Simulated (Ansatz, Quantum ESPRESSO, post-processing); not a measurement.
# Conductance against width: vacuum gaps between two Ir(100) faces, part 4 of 4

How fast does transmission decay with width? The series: vacuum gaps between two Ir(100) faces.

Quantum ESPRESSO 7.5; plane-wave DFT, LDA, GBRV ultrasoft pseudopotentials; cross-check by Ansatz 0.2.0 with PAW datasets.

So far. Step 6 (The open system, 5 Å): T goes from 0.352 to 0.0892, a factor of 4.0. Step 7 (Cross-check with Ansatz, 5 Å): Ansatz finds T = 0.129 against pwcond's 0.0892.

### 8. Self-consistent run, 6 Å

Level of this step: plane-wave DFT, LDA, GBRV ultrasoft pseudopotentials (Quantum ESPRESSO 7.5).

Input file j2.scf.in:

```
&control
  prefix = 'j2.scf'
  outdir = './out'
  pseudo_dir = './pseudo'
  calculation = 'scf'
  tprnfor = .true.
/
&system
  ibrav = 0
  nat = 16
  ntyp = 1
  ecutwfc = 40
  ecutrho = 200
  occupations = 'smearing'
  smearing = 'mv'
  degauss = 0.01
/
&electrons
  conv_thr = 1e-07
  mixing_beta = 0.25
  electron_maxstep = 120
  mixing_mode = 'local-TF'
/
ATOMIC_SPECIES
  Ir  192.2170  ir_lda_v1.2.uspp.F.UPF
CELL_PARAMETERS angstrom
  2.73650324319194 0.00000000000000 0.00000000000000
  0.00000000000000 2.73650324319194 0.00000000000000
  0.00000000000000 0.00000000000000 35.02500000000000
ATOMIC_POSITIONS crystal
  Ir  0.000000000000 0.000000000000 0.000000000000
  Ir  0.500000000000 0.500000000000 0.055246252677
  Ir  0.000000000000 0.000000000000 0.110492505353
  Ir  0.500000000000 0.500000000000 0.165738758030
  Ir  0.000000000000 0.000000000000 0.220985010707
  Ir  0.500000000000 0.500000000000 0.276231263383
  Ir  0.000000000000 0.000000000000 0.331477516060
  Ir  0.500000000000 0.500000000000 0.386723768737
  Ir  0.000000000000 0.000000000000 0.558029978587
  Ir  0.500000000000 0.500000000000 0.613276231263
  Ir  0.000000000000 0.000000000000 0.668522483940
  Ir  0.500000000000 0.500000000000 0.723768736617
  Ir  0.000000000000 0.000000000000 0.779014989293
  Ir  0.500000000000 0.500000000000 0.834261241970
  Ir  0.000000000000 0.000000000000 0.889507494647
  Ir  0.500000000000 0.500000000000 0.944753747323
K_POINTS automatic
  9 9 1 0 0 0
```

Run with:

```bash
> OMP_NUM_THREADS=1 mpirun -n 4 pw.x -nk 4 -in j2.scf.in > j2.scf.out
```

Numbers of over 12 decimals in the logs are rounded to 6 here.

Log:

```text
[banner, memory and clock lines left out]
Program PWSCF v.7.5 starts
[...]
Message from routine setup:
[...]
number of electrons       =       240.00
     number of Kohn-Sham states=          144
     kinetic-energy cutoff     =      40.0000  Ry
     charge density cutoff     =     200.0000  Ry
[...]
number of k points=    15  Marzari-Vanderbilt smearing, width (Ry)=  0.0100
[...]
Dense  grid:    84573 G-vectors     FFT dimensions: (  24,  24, 300)
[...]
negative rho (up, down):  5.743E+00 0.000E+00
     Starting wfcs are  192 randomized atomic wfcs
[...]
negative rho (up, down):  5.360E+00 0.000E+00
[...]
estimated scf accuracy    <      29.64774549 Ry
[...]
negative rho (up, down):  4.719E+00 0.000E+00
[...]
estimated scf accuracy    <      12.54663827 Ry
[...]
negative rho (up, down):  4.686E+00 0.000E+00
[...]
estimated scf accuracy    <       1.02272119 Ry
[...]
negative rho (up, down):  4.630E+00 0.000E+00
[...]
estimated scf accuracy    <       0.51340809 Ry
[...]
negative rho (up, down):  4.760E+00 0.000E+00
[...]
estimated scf accuracy    <       0.02462332 Ry
[...]
negative rho (up, down):  4.860E+00 0.000E+00
[...]
estimated scf accuracy    <       0.00893728 Ry
[...]
negative rho (up, down):  4.878E+00 0.000E+00
[...]
estimated scf accuracy    <       0.00056465 Ry
[...]
negative rho (up, down):  4.880E+00 0.000E+00
[...]
estimated scf accuracy    <       0.00014258 Ry
[...]
negative rho (up, down):  4.882E+00 0.000E+00
[...]
estimated scf accuracy    <       0.00007945 Ry
[...]
negative rho (up, down):  4.883E+00 0.000E+00
[...]
estimated scf accuracy    <       0.00003775 Ry
[...]
negative rho (up, down):  4.882E+00 0.000E+00
[...]
estimated scf accuracy    <       0.00000649 Ry
[...]
negative rho (up, down):  4.882E+00 0.000E+00
[...]
estimated scf accuracy    <       0.00000197 Ry
[...]
negative rho (up, down):  4.882E+00 0.000E+00
[...]
estimated scf accuracy    <       0.00000033 Ry
[...]
negative rho (up, down):  4.882E+00 0.000E+00
[...]
the Fermi energy is    20.3196 ev
!    total energy              =   -2909.86075229 Ry
     estimated scf accuracy    <       0.00000005 Ry
     smearing contrib. (-TS)   =      -0.00153811 Ry
     internal energy E=F+TS    =   -2909.85921418 Ry
[...]
one-electron contribution =   -4226.14844991 Ry
     hartree contribution      =    2302.38781068 Ry
     xc contribution           =    -803.47957318 Ry
     ewald contribution        =    -182.61900178 Ry
     convergence has been achieved in  14 iterations
     negative rho (up, down):  4.882E+00 0.000E+00
[...]
Total force =     0.115671     Total SCF correction =     0.000540
[...]
```

Elapsed: 3.6 min, on 4 MPI ranks of Arm Neoverse V1, shared host; peak memory 1.2 GiB; 14 min of CPU time.

Numbers from this step:

* free energy: -39590.6724 eV
* Fermi energy: 20.32 eV

### 9. The open system, 6 Å

Input file j2.cond.in:

```
&inputcond
  outdir = './out'
  prefixt = 'j2.scf'
  tran_file = 'j2.cond.dat'
  bdl = 2.8284271247
  bds = 12.7991808843
  ikind = 1
  ewind = 4.0
  epsproj = 1e-05
  nz1 = 7
  energy0 = 0.4
  denergy = -0.4
/
15
  0.00000000 0.00000000 0.01562500
  0.00000000 0.12500000 0.06250000
  0.00000000 0.25000000 0.06250000
  0.00000000 0.37500000 0.06250000
  0.00000000 0.50000000 0.03125000
  0.12500000 0.12500000 0.06250000
  0.12500000 0.25000000 0.12500000
  0.12500000 0.37500000 0.12500000
  0.12500000 0.50000000 0.06250000
  0.25000000 0.25000000 0.06250000
  0.25000000 0.37500000 0.12500000
  0.25000000 0.50000000 0.06250000
  0.37500000 0.37500000 0.06250000
  0.37500000 0.50000000 0.06250000
  0.50000000 0.50000000 0.01562500
3
```

Run with:

```bash
> OMP_NUM_THREADS=1 mpirun -n 4 pwcond.x -in j2.cond.in > j2.cond.out
```

Log:

```text
[banner, memory and clock lines left out]
Program PWCOND v.7.5 starts
[citation notice left out]

[...]
./out/j2.scf.save/

[...]
negative rho (up, down):  4.882E+00 0.000E+00
     Reading collected, re-writing distributed wavefunctions

===== INPUT FILE containing all the regions =====

     GEOMETRY:

     lattice parameter (alat)  =       5.1712  a.u.
     the volume                =    1769.9732 (a.u.)^3
     the cross section         =      26.7417 (a.u.)^2
     l of the unit cell        =      12.7992 (alat)
[...]
2 -->     3     0.00000     0.00000
    2 -->     4     0.00000     0.00000
   Total T_j, R_j =    0.00001  0.99999

    3 -->     1     0.00000     0.00000
    3 -->     2     0.00000     0.00000
    3 -->     3     0.00001     0.99999
    3 -->     4     0.00000     0.00000
   Total T_j, R_j =    0.00001  0.99999

    4 -->     1     0.00000     0.00000
    4 -->     2     0.00000     0.00000
    4 -->     3     0.00000     0.00000
    4 -->     4     0.00001     0.99999
   Total T_j, R_j =    0.00001  0.99999

E-Ef(ev), T(x2 spins) =   -0.4000000   0.0000441
   T_tot     0.40000      0.21834E-01
   T_tot     0.00000      0.15924E-01
   T_tot    -0.40000      0.43574E-01

[...]
```

Elapsed: 80 s, on 4 MPI ranks; peak memory 0.26 GiB.

Numbers from this step:

```
transmission at the Fermi level, one spin : 0.007962
conductance                               : 0.007962 G₀
```

Per spin; mean over the k mesh across the current. Transmission, zone mean against energy, zero at the Fermi level:

```tsv
energy (eV)	transmission, zone mean
-0.400	0.0218
0.000	0.00796
0.400	0.0109
```

At 0.000 eV; k in fractions of b1, b2. Transmission by k point:

```tsv
k1	k2	weight	t	channels
0	0	0.01562	0.05118	4
0	0.125	0.0625	0.04523	3
0	0.25	0.0625	0.01265	2
0	0.375	0.0625	5.00e-8	2
0	0.5	0.03125	0	2
0.125	0.125	0.0625	0.009548	2
0.125	0.25	0.125	0.01374	2
0.125	0.375	0.125	0.001803	3
0.125	0.5	0.0625	0.001083	2
0.25	0.25	0.0625	0.01309	2
0.25	0.375	0.125	6.32e-4	3
0.25	0.5	0.0625	0	0
0.375	0.375	0.0625	5.13e-5	1
0.375	0.5	0.0625	5.92e-4	2
0.5	0.5	0.01562	3.30e-5	4
```

The run is unpolarised; a magnetic state was not tried, may lie lower and would change T.

T goes from 0.0892 to 0.00796, a factor of 11.

### 10. Cross-check with Ansatz, 6 Å

Level of this step: plane-wave DFT, LDA, Ansatz PAW (Ansatz 0.2.0).

Input file input.yaml:

```yaml
crystal:
  lattice:
    - [2.7365032432, 0.0, 0.0]
    - [0.0, 2.7365032432, 0.0]
    - [0.0, 0.0, 35.025]
  atoms:
    - { symbol: Ir, position: [0.0, 0.0, 0.0] }
    - { symbol: Ir, position: [0.5, 0.5, 0.0552462527] }
    - { symbol: Ir, position: [0.0, 0.0, 0.1104925054] }
    - { symbol: Ir, position: [0.5, 0.5, 0.165738758] }
    - { symbol: Ir, position: [0.0, 0.0, 0.2209850107] }
    - { symbol: Ir, position: [0.5, 0.5, 0.2762312634] }
    - { symbol: Ir, position: [0.0, 0.0, 0.3314775161] }
    - { symbol: Ir, position: [0.5, 0.5, 0.3867237687] }
    - { symbol: Ir, position: [0.0, 0.0, 0.5580299786] }
    - { symbol: Ir, position: [0.5, 0.5, 0.6132762313] }
    - { symbol: Ir, position: [0.0, 0.0, 0.6685224839] }
    - { symbol: Ir, position: [0.5, 0.5, 0.7237687366] }
    - { symbol: Ir, position: [0.0, 0.0, 0.7790149893] }
    - { symbol: Ir, position: [0.5, 0.5, 0.834261242] }
    - { symbol: Ir, position: [0.0, 0.0, 0.8895074946] }
    - { symbol: Ir, position: [0.5, 0.5, 0.9447537473] }
kpoints:
  mp_grid: { grid: [9, 9, 1] }
hamiltonian:
  xc: lda
scf:
  occupations: { method: fermi_dirac, width: 0.1 }
  convergence: { dr2_threshold: 1.0e-08 }
output:
  transmission: { leads: [[0, 2]], e_range: [-0.4, 0.4], de: 0.4, kmesh: [8, 8] }
  write_potential: true
  write_density: true
  volumetric_format: npy
  elf: true
```

Run with:

```bash
> ansatz run input.yaml --threads 4 --pin off --max-ram 16384MiB --backend cpu --events-out ev --progress --plain --runs-dir out
```

Log:

```text
[...]
Crystal: 16 atoms, lattice volume = 262.283 Å³
Basis set: ecut = 420 eV, 5241 PW (Γ)
Bands: 164, of which v1, the nominal top of the filled ones, is band 136 counted from 1 (135 counted from 0)
Symmetry: 16 space group operations
[...]
k-points: 15 of 81
[...]
k-point 14: bands = [... 132 lower, 22.2530, 22.2564, 22.2568, 22.2581, 22.2620, 22.2636, 22.2644, 22.2852, ... 24 higher]
--- Transmission ---
  basis      : 69 plane waves across, 63 finite elements along
  points     : 15, standing for a mesh of 8 x 8
[...]
channels       : 2.187500e0 a spin
[...]
slowest decay  : 0.0562 /Å at (0.5000, 0.2500)
  junction   : crystal 0 to crystal 0, -0.27 to 30.89 Å
    transmission   : 9.959739e-3 a spin
[...]
[key lines of the parts left out:]
SCF converged after 10 iterations
Free energy (F): -186610.559088 eV
Fermi energy:    21.073002 eV
```

Elapsed: 21 s, on 4 threads; peak memory 1.2 GiB.

Numbers from this step:

* free energy: -186610.5591 eV
* energy at zero smearing: -186610.2944 eV
* smearing term TS: 0.5294 eV
* Fermi energy: 21.07 eV
* transmission at the Fermi level, one spin: 0.009960

Per spin; mean over the k mesh across the current. Transmission, zone mean against energy, zero at the Fermi level:

```tsv
energy (eV)	transmission, zone mean
-0.400	0.0236
0.000	0.00996
0.400	0.00721
```

Ansatz finds T = 0.00996 against pwcond's 0.00796.

### 11. SCF with pw.x, 7 Å

Level of this step: plane-wave DFT, LDA, GBRV ultrasoft pseudopotentials (Quantum ESPRESSO 7.5).

Input file j3.scf.in:

```
&control
  prefix = 'j3.scf'
  outdir = './out'
  pseudo_dir = './pseudo'
  calculation = 'scf'
  tprnfor = .true.
/
&system
  ibrav = 0
  nat = 16
  ntyp = 1
  ecutwfc = 40
  ecutrho = 200
  occupations = 'smearing'
  smearing = 'mv'
  degauss = 0.01
/
&electrons
  conv_thr = 1e-07
  mixing_beta = 0.25
  electron_maxstep = 120
  mixing_mode = 'local-TF'
/
ATOMIC_SPECIES
  Ir  192.2170  ir_lda_v1.2.uspp.F.UPF
CELL_PARAMETERS angstrom
  2.73650324319194 0.00000000000000 0.00000000000000
  0.00000000000000 2.73650324319194 0.00000000000000
  0.00000000000000 0.00000000000000 36.02500000000000
ATOMIC_POSITIONS crystal
  Ir  0.000000000000 0.000000000000 0.000000000000
  Ir  0.500000000000 0.500000000000 0.053712699514
  Ir  0.000000000000 0.000000000000 0.107425399028
  Ir  0.500000000000 0.500000000000 0.161138098543
  Ir  0.000000000000 0.000000000000 0.214850798057
  Ir  0.500000000000 0.500000000000 0.268563497571
  Ir  0.000000000000 0.000000000000 0.322276197085
  Ir  0.500000000000 0.500000000000 0.375988896600
  Ir  0.000000000000 0.000000000000 0.570298403886
  Ir  0.500000000000 0.500000000000 0.624011103400
  Ir  0.000000000000 0.000000000000 0.677723802915
  Ir  0.500000000000 0.500000000000 0.731436502429
  Ir  0.000000000000 0.000000000000 0.785149201943
  Ir  0.500000000000 0.500000000000 0.838861901457
  Ir  0.000000000000 0.000000000000 0.892574600972
  Ir  0.500000000000 0.500000000000 0.946287300486
K_POINTS automatic
  9 9 1 0 0 0
```

Run with:

```bash
> OMP_NUM_THREADS=1 mpirun -n 4 pw.x -nk 4 -in j3.scf.in > j3.scf.out
```

Log:

```text
[banner, memory and clock lines left out]
Program PWSCF v.7.5 starts
[...]
Message from routine setup:
[...]
number of electrons       =       240.00
     number of Kohn-Sham states=          144
     kinetic-energy cutoff     =      40.0000  Ry
     charge density cutoff     =     200.0000  Ry
[...]
number of k points=    15  Marzari-Vanderbilt smearing, width (Ry)=  0.0100
[...]
Dense  grid:    86975 G-vectors     FFT dimensions: (  24,  24, 320)
[...]
negative rho (up, down):  5.742E+00 0.000E+00
     Starting wfcs are  192 randomized atomic wfcs
[...]
negative rho (up, down):  5.364E+00 0.000E+00
[...]
estimated scf accuracy    <      30.02213718 Ry
[...]
negative rho (up, down):  4.718E+00 0.000E+00
[...]
estimated scf accuracy    <      12.90682271 Ry
[...]
negative rho (up, down):  4.708E+00 0.000E+00
[...]
estimated scf accuracy    <       0.97387246 Ry
[...]
negative rho (up, down):  4.644E+00 0.000E+00
[...]
estimated scf accuracy    <       0.60524242 Ry
[...]
negative rho (up, down):  4.761E+00 0.000E+00
[...]
estimated scf accuracy    <       0.02400406 Ry
[...]
negative rho (up, down):  4.863E+00 0.000E+00
[...]
estimated scf accuracy    <       0.01257991 Ry
[...]
negative rho (up, down):  4.884E+00 0.000E+00
[...]
estimated scf accuracy    <       0.00062580 Ry
[...]
negative rho (up, down):  4.881E+00 0.000E+00
[...]
estimated scf accuracy    <       0.00022632 Ry
[...]
negative rho (up, down):  4.883E+00 0.000E+00
[...]
estimated scf accuracy    <       0.00009348 Ry
[...]
negative rho (up, down):  4.885E+00 0.000E+00
[...]
estimated scf accuracy    <       0.00006363 Ry
[...]
negative rho (up, down):  4.883E+00 0.000E+00
[...]
estimated scf accuracy    <       0.00000529 Ry
[...]
negative rho (up, down):  4.883E+00 0.000E+00
[...]
estimated scf accuracy    <       0.00000741 Ry
[...]
negative rho (up, down):  4.883E+00 0.000E+00
[...]
estimated scf accuracy    <       0.00000019 Ry
[...]
negative rho (up, down):  4.883E+00 0.000E+00
[...]
the Fermi energy is    19.5955 ev
!    total energy              =   -2909.86018094 Ry
     estimated scf accuracy    <       0.00000009 Ry
     smearing contrib. (-TS)   =      -0.00163818 Ry
     internal energy E=F+TS    =   -2909.85854276 Ry
[...]
one-electron contribution =   -6287.52866349 Ry
     hartree contribution      =    3326.68550686 Ry
     xc contribution           =    -803.48101751 Ry
     ewald contribution        =     854.46563138 Ry
     convergence has been achieved in  14 iterations
     negative rho (up, down):  4.883E+00 0.000E+00
[...]
Total force =     0.116120     Total SCF correction =     0.001408
[...]
```

It took 3.6 min on 4 MPI ranks; peak memory 1.2 GiB.

Numbers from this step:

- free energy: -39590.6647 eV
- Fermi energy: 19.60 eV

### 12. Transmission with pwcond.x, 7 Å

j3.cond.in, as its differences from the input of step 9:

```diff
@@ -2,6 +2,6 @@
   outdir = './out'
-  prefixt = 'j2.scf'
-  tran_file = 'j2.cond.dat'
+  prefixt = 'j3.scf'
+  tran_file = 'j3.cond.dat'
   bdl = 2.8284271247
-  bds = 12.7991808843
+  bds = 13.1646107453
   ikind = 1
```

Run with:

```bash
> OMP_NUM_THREADS=1 mpirun -n 4 pwcond.x -in j3.cond.in > j3.cond.out
```

Log:

```text
[banner, memory and clock lines left out]
Program PWCOND v.7.5 starts
[citation notice left out]

[...]
./out/j3.scf.save/

[...]
negative rho (up, down):  4.883E+00 0.000E+00
     Reading collected, re-writing distributed wavefunctions

===== INPUT FILE containing all the regions =====

     GEOMETRY:

     lattice parameter (alat)  =       5.1712  a.u.
     the volume                =    1820.5077 (a.u.)^3
     the cross section         =      26.7417 (a.u.)^2
     l of the unit cell        =      13.1646 (alat)
[...]
2 -->     3     0.00000     0.00000
    2 -->     4     0.00000     0.00000
   Total T_j, R_j =    0.00000  1.00000

    3 -->     1     0.00000     0.00000
    3 -->     2     0.00000     0.00000
    3 -->     3     0.00000     1.00000
    3 -->     4     0.00000     0.00000
   Total T_j, R_j =    0.00000  1.00000

    4 -->     1     0.00000     0.00000
    4 -->     2     0.00000     0.00000
    4 -->     3     0.00000     0.00000
    4 -->     4     0.00000     1.00000
   Total T_j, R_j =    0.00000  1.00000

E-Ef(ev), T(x2 spins) =   -0.4000000   0.0000008
   T_tot     0.40000      0.20185E-02
   T_tot     0.00000      0.14961E-02
   T_tot    -0.40000      0.39644E-02

[...]
```

It took 86 s on 4 MPI ranks; peak memory 0.26 GiB.

Read from the output:

```
transmission at the Fermi level, one spin : 7.48e-4
conductance                               : 7.48e-4 G₀
```

Per spin; mean over the k mesh across the current. Transmission, zone mean against energy, zero at the Fermi level:

```tsv
energy (eV)	transmission, zone mean
-0.400	0.00198
0.000	7.5e-4
0.400	0.00101
```

The run is unpolarised; a magnetic state was not tried, may lie lower and would change T.

T goes from 0.00796 to 7.5e-4, a factor of 11.

### 13. The same in Ansatz, 7 Å

Level of this step: plane-wave DFT, LDA, Ansatz PAW (Ansatz 0.2.0).

Input file input.yaml:

```yaml
crystal:
  lattice:
    - [2.7365032432, 0.0, 0.0]
    - [0.0, 2.7365032432, 0.0]
    - [0.0, 0.0, 36.025]
  atoms:
    - { symbol: Ir, position: [0.0, 0.0, 0.0] }
    - { symbol: Ir, position: [0.5, 0.5, 0.0537126995] }
    - { symbol: Ir, position: [0.0, 0.0, 0.107425399] }
    - { symbol: Ir, position: [0.5, 0.5, 0.1611380985] }
    - { symbol: Ir, position: [0.0, 0.0, 0.2148507981] }
    - { symbol: Ir, position: [0.5, 0.5, 0.2685634976] }
    - { symbol: Ir, position: [0.0, 0.0, 0.3222761971] }
    - { symbol: Ir, position: [0.5, 0.5, 0.3759888966] }
    - { symbol: Ir, position: [0.0, 0.0, 0.5702984039] }
    - { symbol: Ir, position: [0.5, 0.5, 0.6240111034] }
    - { symbol: Ir, position: [0.0, 0.0, 0.6777238029] }
    - { symbol: Ir, position: [0.5, 0.5, 0.7314365024] }
    - { symbol: Ir, position: [0.0, 0.0, 0.7851492019] }
    - { symbol: Ir, position: [0.5, 0.5, 0.8388619015] }
    - { symbol: Ir, position: [0.0, 0.0, 0.892574601] }
    - { symbol: Ir, position: [0.5, 0.5, 0.9462873005] }
kpoints:
  mp_grid: { grid: [9, 9, 1] }
hamiltonian:
  xc: lda
scf:
  occupations: { method: fermi_dirac, width: 0.1 }
  convergence: { dr2_threshold: 1.0e-08 }
output:
  transmission: { leads: [[0, 2]], e_range: [-0.4, 0.4], de: 0.4, kmesh: [8, 8] }
  write_potential: true
  write_density: true
  volumetric_format: npy
```

Run with:

```bash
> ansatz run input.yaml --threads 4 --pin off --max-ram 16384MiB --backend cpu --events-out ev --progress --plain --runs-dir out
```

Log:

```text
[...]
Crystal: 16 atoms, lattice volume = 269.771 Å³
Basis set: ecut = 420 eV, 5405 PW (Γ)
Bands: 164, of which v1, the nominal top of the filled ones, is band 136 counted from 1 (135 counted from 0)
Symmetry: 16 space group operations
[...]
k-points: 15 of 81
[...]
k-point 14: bands = [... 132 lower, 21.5068, 21.5103, 21.5106, 21.5119, 21.5158, 21.5174, 21.5184, 21.5392, ... 24 higher]
--- Transmission ---
  basis      : 69 plane waves across, 65 finite elements along
  points     : 15, standing for a mesh of 8 x 8
[...]
channels       : 2.187500e0 a spin
[...]
slowest decay  : 0.0561 /Å at (0.5000, 0.2500)
  junction   : crystal 0 to crystal 0, -0.27 to 31.89 Å
    transmission   : 9.045006e-4 a spin
[...]
[key lines of the parts left out:]
SCF converged after 10 iterations
Free energy (F): -186610.552044 eV
Fermi energy:    20.326971 eV
```

The job ended after 24 s (4 threads; peak memory 1.5 GiB; 88 s of CPU time).

This step gave:

- free energy: -186610.5520 eV
- energy at zero smearing: -186610.2869 eV
- smearing term TS: 0.5302 eV
- Fermi energy: 20.33 eV
- transmission at the Fermi level, one spin: 9.05e-4

Per spin; mean over the k mesh across the current. Transmission, zone mean against energy, zero at the Fermi level:

```tsv
energy (eV)	transmission, zone mean
-0.400	0.00213
0.000	9.0e-4
0.400	7.6e-4
```

Ansatz finds T = 9.0e-4 against pwcond's 7.5e-4.

### 14. The series side by side

All levels:

```tsv
level	T by pwcond	T by Ansatz	lead channels	CPU time (s)
4 Å	0.3525	0.3575	2.188	1095
5 Å	0.08917	0.1288	2.188	1205
6 Å	0.007962	0.00996	2.188	1175
7 Å	7.48e-4	9.05e-4	2.188	1213
```

### 15. A check by hand

For the narrowest barrier, the Landauer sum over the mesh, Σ w T = 0.1250 × 0.708 + 0.0625 × 1 + 0.0625 × 0.793 + … = 0.3525.

G = 0.352 × 77.48 µS = 27.3 µS a cell. Times the area of 7.488 Å², the resistance-area product is A/G = 2.74 fΩ m², the leads' contact resistance included.

κ = ln(T₁/T₂)/(2Δd) = ln(0.007962/0.0007481)/(2 × 1 Å) = 1.18 1/Å.

### 16. Outcome

```
conductance a cell at 4 Å                 : 0.352 G₀
conductance a cell at 5 Å                 : 0.0892 G₀
conductance a cell at 6 Å                 : 0.00796 G₀
conductance a cell at 7 Å                 : 7.5e-4 G₀
fall of ln T per Å over the last interval : 2.36
```

The conductance goes from 0.352 G₀ at 4 Å to 7.5e-4 G₀ at 7 Å (LDA, GBRV ultrasoft). Interval by interval ln T falls by 1.37, 2.42 and 2.36 per Å. The last interval gives κ = 1.18 1/Å in T ∝ exp(−2κd), an apparent barrier of (κ/0.512)² = 5.3 eV. Ansatz follows the series within a factor of 1.44. Points with over 2.5 times the mean carry up to 55 % of T, so the means lean on few points, and the mesh was not tested. The geometries are as built, not relaxed, and the leads are short. Semilocal functionals lack the image potential in a vacuum gap. Spin-orbit coupling is left out; depending on the atoms that carry the levels of interest, it can split and shift them by tenths of an eV to an eV or more.

[Logs are printed without paths, hosts, clocks, repeated set-up lines and the standing remarks that a program may print on its own settings, such as how far it seeks lower states.]

[Hosts, paths, dates, database ids (printed as entryN), source tags and the programs' standing remarks are cut or masked in the printed files.]

[Maps of the electrostatic potential energy from Ansatz leave out the sawtooth potential of an applied field or a dipole correction, so their vacuum need not be flat; planar profiles and work functions include it.]
